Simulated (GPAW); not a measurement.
# Ballistic transport through 1,4-phenylene between two Pt chains, cheap and dear

Aim: T(E), conductance and thermopower of 1,4-phenylene between two Pt chains, and what cheaper settings cost in accuracy.

Main program and level: GPAW 26.7.0; GPAW LCAO, PAW setups; Landauer transmission from Green's functions with principal layers (ASE), zero bias.

Most raw output is cut from this account.

## (1) Set-up

The cell holds 24 atoms: 14 Pt, 6 C and 4 H. Cell: a = 10.798 Å, b = 9.000 Å, c = 38.110 Å, α = 90.0°, β = 90.0°, γ = 90.0°. Regions: left lead, 7 atoms (7 Pt); channel, 10 atoms (6 C and 4 H); right lead, 7 atoms (7 Pt). Vacuum lies along a and b. The structure is stacked along c, and the current runs across the ab planes.

## (2) GPAW, dzp

Localised orbitals split the wire into layers that couple to their neighbours alone, which is what the Green's function method needs; double zeta with polarisation is the usual level for numbers.

Contents of run.py:

```python
import json
import numpy as np
from ase import Atoms
from ase.transport.calculators import TransportCalculator
from gpaw import GPAW, FermiDirac
from gpaw.lcao.tools import get_lcao_hamiltonian
from scipy.linalg import eigh

# The junction with lead layers at both ends, along the third cell vector
device = Atoms(
    ['Pt', 'Pt', 'Pt', 'Pt', 'Pt', 'Pt', 'Pt', 'C', 'H', 'H', 'C', 'C', 'C', 'C', 'H', 'H', 'C', 'Pt', 'Pt', 'Pt', 'Pt', 'Pt', 'Pt', 'Pt'],
    positions=[
        [5.39909, 4.50000, 1.20000],
        [5.39909, 4.50000, 3.60000],
        [5.39909, 4.50000, 6.00000],
        [5.39909, 4.50000, 8.40000],
        [5.39909, 4.50000, 10.80000],
        [5.39909, 4.50000, 13.20000],
        [5.39909, 4.50000, 15.60000],
        [5.39909, 4.50000, 17.66000],
        [7.54818, 4.50000, 17.81405],
        [3.25000, 4.50000, 17.81405],
        [6.60705, 4.50000, 18.35741],
        [4.19114, 4.50000, 18.35741],
        [6.60705, 4.50000, 19.75224],
        [4.19114, 4.50000, 19.75224],
        [7.54818, 4.50000, 20.29560],
        [3.25000, 4.50000, 20.29560],
        [5.39909, 4.50000, 20.44965],
        [5.39909, 4.50000, 22.50965],
        [5.39909, 4.50000, 24.90965],
        [5.39909, 4.50000, 27.30965],
        [5.39909, 4.50000, 29.70965],
        [5.39909, 4.50000, 32.10965],
        [5.39909, 4.50000, 34.50965],
        [5.39909, 4.50000, 36.90965]],
    cell=[[10.79818, 0.0, 0.0], [0.0, 9.0, 0.0], [0.0, 0.0, 38.10965]],
    pbc=True)

# One principal layer of the lead: the first 5 atoms of the device
lead = Atoms(
    ['Pt', 'Pt', 'Pt', 'Pt', 'Pt'],
    positions=[
        [5.39909, 4.50000, 1.20000],
        [5.39909, 4.50000, 3.60000],
        [5.39909, 4.50000, 6.00000],
        [5.39909, 4.50000, 8.40000],
        [5.39909, 4.50000, 10.80000]],
    cell=[[10.79818, 0.0, 0.0], [0.0, 9.0, 0.0], [0.0, 0.0, 12.0]],
    pbc=True)

settings = dict(mode='lcao', basis='dzp', xc='PBE', h=0.2,
                occupations=FermiDirac(0.1), maxiter=250,
                mixer=dict(beta=0.1, nmaxold=8, weight=100.0),
                convergence=dict(density=0.0001))
energies = np.arange(-3, 3 + 1e-9, 0.075)
eta = 0.0001
n1, n2 = 1, 1
# k and -k transmit alike, so half of the mesh across the current serves
mesh = [(i, j) for i in range(n1) for j in range(n2) if (i, j) <= (-i % n1, -j % n2)]
weights = np.array([1 if (i, j) == (-i % n1, -j % n2) else 2 for i, j in mesh]) / (n1 * n2)

# [... helper functions left out ...]
fermi_lead = ground_state(lead, (1, 1, 10), 'lead.txt')
fermi_device = ground_state(device, (1, 1, 2), 'device.txt')
# [... loop over the mesh left out, but for ...]
        # Shift the lead onto the potential of the device's first layer
        shift = ((H[:, 0, 0] - H0[:, 0, 0]) / S0[0, 0]).real.mean()
# [...]
kT = 8.617333e-5 * 200
bias = [0.1, 0.2, 0.5, 1.0, 1.5, 2.0]
# [... integrals and printing left out ...]
```

On the command line:

```
$ OMP_NUM_THREADS=1 OPENBLAS_NUM_THREADS=1 python run.py
```

Run time: 2.9 min. Hardware: 1 thread of Arm Neoverse V2, shared host; peak memory 1.6 GiB.

Numbers from this step:

```
conductance                                             : 1.078 G₀
largest coupling past the next principal layer          : 8.09e-6 eV
largest misfit of the first principal layer             : 0.1648 eV
shift that aligns the lead                              : 0.006632 eV
basis functions of the junction                         : 476
basis functions of a principal layer                    : 135
transmission at the Fermi level (one spin)              : 1.080
open channels of the lead at the Fermi level (one spin) : 4
```

One spin. The transmission, zone mean by energy, zero at the Fermi level:

energy (eV), transmission, zone mean and a bar:
```
    -3.00       0.91 #####################
    -2.77       1.02 #######################
    -2.55       1.21 ############################
    -2.40       1.29 ##############################
    -2.25       1.31 ##############################
    -2.17       1.31 ##############################
    -1.95       1.27 #############################
    -1.73       1.19 ###########################
    -1.57       1.13 ##########################
    -1.35       1.08 #########################
    -1.12       1.04 ########################
    -0.90       1.00 #######################
    -0.75       0.99 #######################
    -0.53       0.97 ######################
    -0.38       1.16 ###########################
    -0.30       1.07 #########################
    -0.07       1.06 ########################
     0.00       1.08 #########################
     0.07       1.09 #########################
     0.30       1.05 ########################
     0.53       0.55 #############
     0.75       0.07 ##
     0.90       0.04 #
     1.12       0.02 #
     1.35       0.01 
     1.57       0.01 
     1.73       0.01 
     1.95       0.00 
     2.17       0.00 
     2.40       0.00 
     2.55       0.00 
     2.77       0.00 
     3.00       0.00
```

Crossings of the lead's bands, unfolded to its shortest repeat. Table of open channels, zone mean by energy, zero at the Fermi level:

```csv
energy (eV),"open channels, zone mean"
-3.00,3
-2.85,3
-2.70,3
-2.55,3
-2.33,3
-2.17,3
-2.02,3
-1.88,3
-1.73,3
-1.57,3
-1.35,4
-1.20,6
-1.05,6
-0.90,6
-0.75,6
-0.60,6
-0.38,6
-0.23,4
-0.07,4
0.00,4
0.07,4
0.23,4
0.38,3
0.60,3
0.75,1
0.90,1
1.05,1
1.20,1
1.35,1
1.57,1
1.73,1
1.88,1
2.02,1
2.17,1
2.33,1
2.55,1
2.70,1
2.85,1
3.00,1
```

Not self-consistent under bias; the bias window is split evenly. Current through one cell, from the zero-bias transmission against bias:

```csv
bias (V),"current through one cell, from the zero-bias transmission (μA)"
0.100,8.35
0.200,16.7
0.500,41.2
1.000,78.7
1.500,104
2.000,124
```

The transmission of the three most open eigenchannels by energy, zero at the Fermi level:

```csv
energy (eV),channel 1,channel 2,channel 3
-3.00,0.579,0.324,0.00382
-2.77,0.520,0.500,0.00109
-2.55,0.784,0.427,2.3e-4
-2.40,0.909,0.383,3.2e-5
-2.17,0.986,0.323,5.4e-5
-1.95,0.996,0.271,3.3e-4
-1.73,0.957,0.229,7.3e-4
-1.57,0.915,0.213,0.00106
-1.35,0.858,0.222,0.00166
-1.12,0.814,0.215,0.00281
-0.90,0.771,0.223,0.00357
-0.75,0.745,0.228,0.00656
-0.53,0.726,0.226,0.0123
-0.30,0.731,0.313,0.0202
-0.07,0.727,0.325,0.00635
0.00,0.715,0.357,0.00639
0.07,0.697,0.386,0.00627
0.30,0.596,0.449,0.00509
0.53,0.390,0.157,0.00279
0.75,0.0667,2.5e-8,1.1e-9
0.90,0.0423,1.1e-9,5.3e-12
1.12,0.0236,1.2e-9,0
1.35,0.0141,1.2e-9,0
1.57,0.00868,1.2e-9,0
1.73,0.00630,1.2e-9,0
1.95,0.00383,1.2e-9,0
2.17,0.00221,1.2e-9,0
2.40,0.00116,1.2e-9,0
2.55,6.8e-4,1.2e-9,0
2.77,2.3e-4,1.1e-9,0
3.00,2.7e-5,9.4e-10,0
```

Couplings past the next layer reach 8.1e-6 eV, small enough to drop; the matrix elements of the cell's first layer differ from the bulk lead's by up to 0.16 eV. That layer keeps its own values in the calculation, and only beyond it is the lead taken as perfect. The Fermi levels of lead and junction count from different zeros of potential, one for each periodic cell; with both set to zero, the small remaining shift is what aligns them. Without spin-orbit coupling, which is large for these atoms, channel counts and T are those of the scalar-relativistic bands. By hand: G = 1.078 × 77.48 μS = 83.5 μS, a resistance of 12.0 kΩ; at 0.1 V a linear junction would pass 8.35 μA, and the integral over the bias window gives 8.35 μA.

## (3) GPAW, szp: basis = "szp(dzp)"

One radial function a shell plus polarisation makes the matrices smaller; the question is what that costs.

Edit run.py of step 2 so:

```diff
@@ -51,3 +51,3 @@
 
-settings = dict(mode='lcao', basis='dzp', xc='PBE', h=0.2,
+settings = dict(mode='lcao', basis='szp(dzp)', xc='PBE', h=0.2,
                 occupations=FermiDirac(0.1), maxiter=250,
```

Elapsed: 1.7 min, on 1 thread; peak memory 1.5 GiB.

This step gave:

```yaml
conductance: 0.9018 G₀
thermopower: -1.548 μV/K
largest_coupling_past_the_next_principal_layer: 8.13e-6 eV
largest_misfit_of_the_first_principal_layer: 0.1643 eV
shift_that_aligns_the_lead: 0.004315 eV
basis_functions_of_the_junction: 280
basis_functions_of_a_principal_layer: 75
transmission_at_the_fermi_level_one_spin: 0.9026
```

One spin. Table of transmission, zone mean by energy, zero at the Fermi level:

energy (eV), transmission, zone mean and a bar:
```
  -3.0000       0.71 ##################
  -2.7750       0.88 ######################
  -2.4750       1.18 #############################
  -2.3250       1.21 ##############################
  -2.2500       1.21 ##############################
  -2.0250       1.16 #############################
  -1.7250       1.03 ##########################
  -1.5000       0.93 #######################
  -1.2750       0.88 ######################
  -0.9750       0.84 #####################
  -0.7500       0.82 ####################
  -0.5250       0.81 ####################
  -0.3750       0.97 ########################
  -0.2250       0.84 #####################
   0.0000       0.90 ######################
   0.2250       0.93 #######################
   0.3000       0.95 ########################
   0.5250       0.32 ########
   0.7500       0.03 #
   0.9750       0.02 
   1.2750       0.01 
   1.5000       0.00 
   1.7250       0.00 
   2.0250       0.00 
   2.2500       0.00 
   2.4750       0.00 
   2.7750       0.00 
   3.0000       0.00
```

Crossings of the lead's bands, unfolded to its shortest repeat. Open channels, zone mean against energy, zero at the Fermi level:

```csv
energy (eV),"open channels, zone mean"
-3.00,3
-2.77,3
-2.55,3
-2.40,3
-2.17,3
-1.95,3
-1.73,3
-1.57,3
-1.35,4
-1.12,6
-0.90,6
-0.75,6
-0.53,6
-0.30,6
-0.07,4
0.00,4
0.07,4
0.30,3
0.53,3
0.75,1
0.90,1
1.12,1
1.35,1
1.57,1
1.73,1
1.95,1
2.17,1
2.40,1
2.55,1
2.77,1
3.00,1
```

Not self-consistent under bias; the bias window is split evenly. Current through one cell, from the zero-bias transmission against bias:

```csv
bias (V),"current through one cell, from the zero-bias transmission (μA)"
0.100,6.98
0.200,14.0
0.500,34.7
1.000,64.9
1.500,83.7
2.000,100
```

Transmission of the three most open eigenchannels against energy, zero at the Fermi level:

```csv
energy (eV),channel 1,channel 2,channel 3
-3.00,0.383,0.332,4.8e-6
-2.85,0.471,0.337,4.5e-5
-2.70,0.673,0.298,1.2e-4
-2.55,0.869,0.264,2.5e-4
-2.33,0.990,0.222,5.6e-4
-2.17,0.998,0.198,8.1e-4
-2.02,0.982,0.177,0.00104
-1.88,0.944,0.159,0.00126
-1.73,0.886,0.144,0.00149
-1.57,0.824,0.132,0.00178
-1.35,0.758,0.136,0.00233
-1.20,0.730,0.138,0.00275
-1.05,0.706,0.136,0.00315
-0.90,0.682,0.142,0.00352
-0.75,0.659,0.152,0.00391
-0.60,0.642,0.149,0.00438
-0.38,0.635,0.232,0.0808
-0.23,0.638,0.193,0.00601
-0.07,0.630,0.242,0.00644
0.00,0.617,0.279,0.00645
0.07,0.595,0.320,0.00627
0.23,0.522,0.401,0.00537
0.38,0.403,0.241,0.00387
0.60,0.127,0.0598,0.00106
0.75,0.0320,2.2e-10,3.0e-11
0.90,0.0195,3.0e-11,0
1.05,0.0128,3.0e-11,0
1.20,0.00879,2.9e-11,0
1.35,0.00620,2.9e-11,0
1.57,0.00374,2.7e-11,0
1.73,0.00266,2.6e-11,0
1.88,0.00186,2.5e-11,0
2.02,0.00126,2.2e-11,0
2.17,8.2e-4,1.9e-11,0
2.33,4.9e-4,1.5e-11,0
2.55,1.8e-4,6.0e-12,0
2.70,6.1e-5,0,0
2.85,6.3e-6,1.6e-10,0
3.00,6.0e-6,6.1e-10,0
```

The conductance, 0.902 G₀, lies 16 % below that of the dzp run.

## (4) GPAW, sz: basis = "sz(dzp)"

One function for each valence shell of the setup, as for a first survey of a large system.

Edit run.py of step 3 so:

```diff
@@ -51,3 +51,3 @@
 
-settings = dict(mode='lcao', basis='szp(dzp)', xc='PBE', h=0.2,
+settings = dict(mode='lcao', basis='sz(dzp)', xc='PBE', h=0.2,
                 occupations=FermiDirac(0.1), maxiter=250,
```

Wall time 79 s (1 thread); peak memory 1.5 GiB.

Numbers from this step:

```
conductance                                    : 0.8125 G₀
thermopower                                    : -2.667 μV/K
largest coupling past the next principal layer : 8.11e-6 eV
largest misfit of the first principal layer    : 0.07432 eV
shift that aligns the lead                     : 0.005154 eV
basis functions of the junction                : 196
basis functions of a principal layer           : 60
transmission at the Fermi level (one spin)     : 0.8126
```

One spin. Table of transmission, zone mean by energy, zero at the Fermi level:

```csv
energy (eV),"transmission, zone mean"
-3.0000,0.764
-2.7750,1.02
-2.5500,1.22
-2.4750,1.22
-2.2500,1.14
-2.0250,1.02
-1.7250,0.840
-1.5000,0.744
-1.2750,0.707
-0.9750,0.681
-0.7500,0.672
-0.5250,0.669
-0.2250,0.728
0.0000,0.813
0.2250,0.887
0.5250,0.253
0.7500,0.0315
0.9750,0.0174
1.2750,0.00961
1.5000,0.00654
1.7250,0.00453
2.0250,0.00273
2.2500,0.00181
2.4750,0.00113
2.7750,5.1e-4
3.0000,2.2e-4
```

The conductance, 0.812 G₀, lies 25 % below that of the dzp run.

## (5) LDA in the dzp basis: xc = "LDA"

Back in the dzp basis, the functional changes from PBE to LDA, to set the spread between functionals beside that between bases.

Edit run.py of step 4 so:

```diff
@@ -51,3 +51,3 @@
 
-settings = dict(mode='lcao', basis='sz(dzp)', xc='PBE', h=0.2,
+settings = dict(mode='lcao', basis='dzp', xc='LDA', h=0.2,
                 occupations=FermiDirac(0.1), maxiter=250,
```

It took 2.8 min on 1 thread; peak memory 1.6 GiB.

Numbers from this step:

```
conductance                                    : 1.108 G₀
largest coupling past the next principal layer : 8.32e-6 eV
largest misfit of the first principal layer    : 0.1694 eV
shift that aligns the lead                     : 0.01252 eV
basis functions of the junction                : 476
basis functions of a principal layer           : 135
transmission at the Fermi level (one spin)     : 1.111
```

The conductance, 1.11 G₀, lies 2.8 % above that of the dzp run.

## (6) All levels side by side

Times are for 1 thread of Arm Neoverse V2, shared host. Results by setting:

```csv
no.,run,conductance (G₀),time,memory (GiB)
1,dzp,1.078,2.9 min,1.6
2,szp,0.9018,1.7 min,1.5
3,sz,0.8125,79 s,1.5
4,dzp LDA,1.108,2.8 min,1.6
```

## (7) The levels side by side

The curves are compared point by point over the common energies.

This step: comparison of transmission and cost over codes and levels (GPAW 26.7.0).

Ladder, by row:

```csv
step,code,T at the Fermi level (sum over the listed spins),conductance (G0),r.m.s. T(E) from the first,wall time (s),peak memory (GiB),threads
dzp,GPAW,1.08,1.078,0,172.9,1.59,1
szp,GPAW,0.9026,0.9018,0.1282,103.2,1.53,1
sz,GPAW,0.8126,0.8125,0.215,79.19,1.47,1
dzp-LDA,GPAW,1.111,1.108,0.02148,169.1,1.62,1
```

Table of transmission, zone mean, sum over the listed spins by energy, zero at the Fermi level:

```csv
energy (eV),dzp,szp,sz,dzp-LDA
-3.0000,0.906,0.715,0.764,0.926
-2.7750,1.02,0.883,1.02,1.04
-2.5500,1.21,1.13,1.22,1.22
-2.4750,1.26,1.18,1.22,1.27
-2.3250,1.31,1.21,1.17,1.31
-2.2500,1.31,1.21,1.14,1.32
-2.0250,1.29,1.16,1.02,1.29
-1.7250,1.19,1.03,0.840,1.20
-1.5000,1.13,0.929,0.744,1.16
-1.2750,1.06,0.880,0.707,1.08
-0.9750,1.01,0.836,0.681,1.04
-0.7500,0.986,0.820,0.672,1.01
-0.5250,0.973,0.809,0.669,1.00
-0.3750,1.16,0.969,0.802,1.19
-0.2250,1.01,0.838,0.728,1.06
0.0000,1.08,0.903,0.813,1.11
0.2250,1.07,0.928,0.887,1.07
0.5250,0.550,0.323,0.253,0.552
0.7500,0.0667,0.0320,0.0315,0.0694
0.9750,0.0344,0.0157,0.0174,0.0366
1.2750,0.0167,0.00737,0.00961,0.0182
1.5000,0.0102,0.00443,0.00654,0.0114
1.7250,0.00630,0.00266,0.00453,0.00721
2.0250,0.00321,0.00126,0.00273,0.00386
2.2500,0.00181,6.4e-4,0.00181,0.00229
2.4750,9.0e-4,2.6e-4,0.00113,0.00124
2.7750,2.3e-4,2.6e-5,5.1e-4,4.2e-4
3.0000,2.7e-5,6.0e-6,2.2e-4,1.1e-4
```

(Continued in part 2 of 2.)

[Logs are printed without paths, hosts, clocks, repeated set-up lines and the standing remarks that a program may print on its own settings, such as how far it seeks lower states.]

[Hosts, paths, dates, database ids (printed as entryN), source tags and the programs' standing remarks are cut or masked in the printed files.]
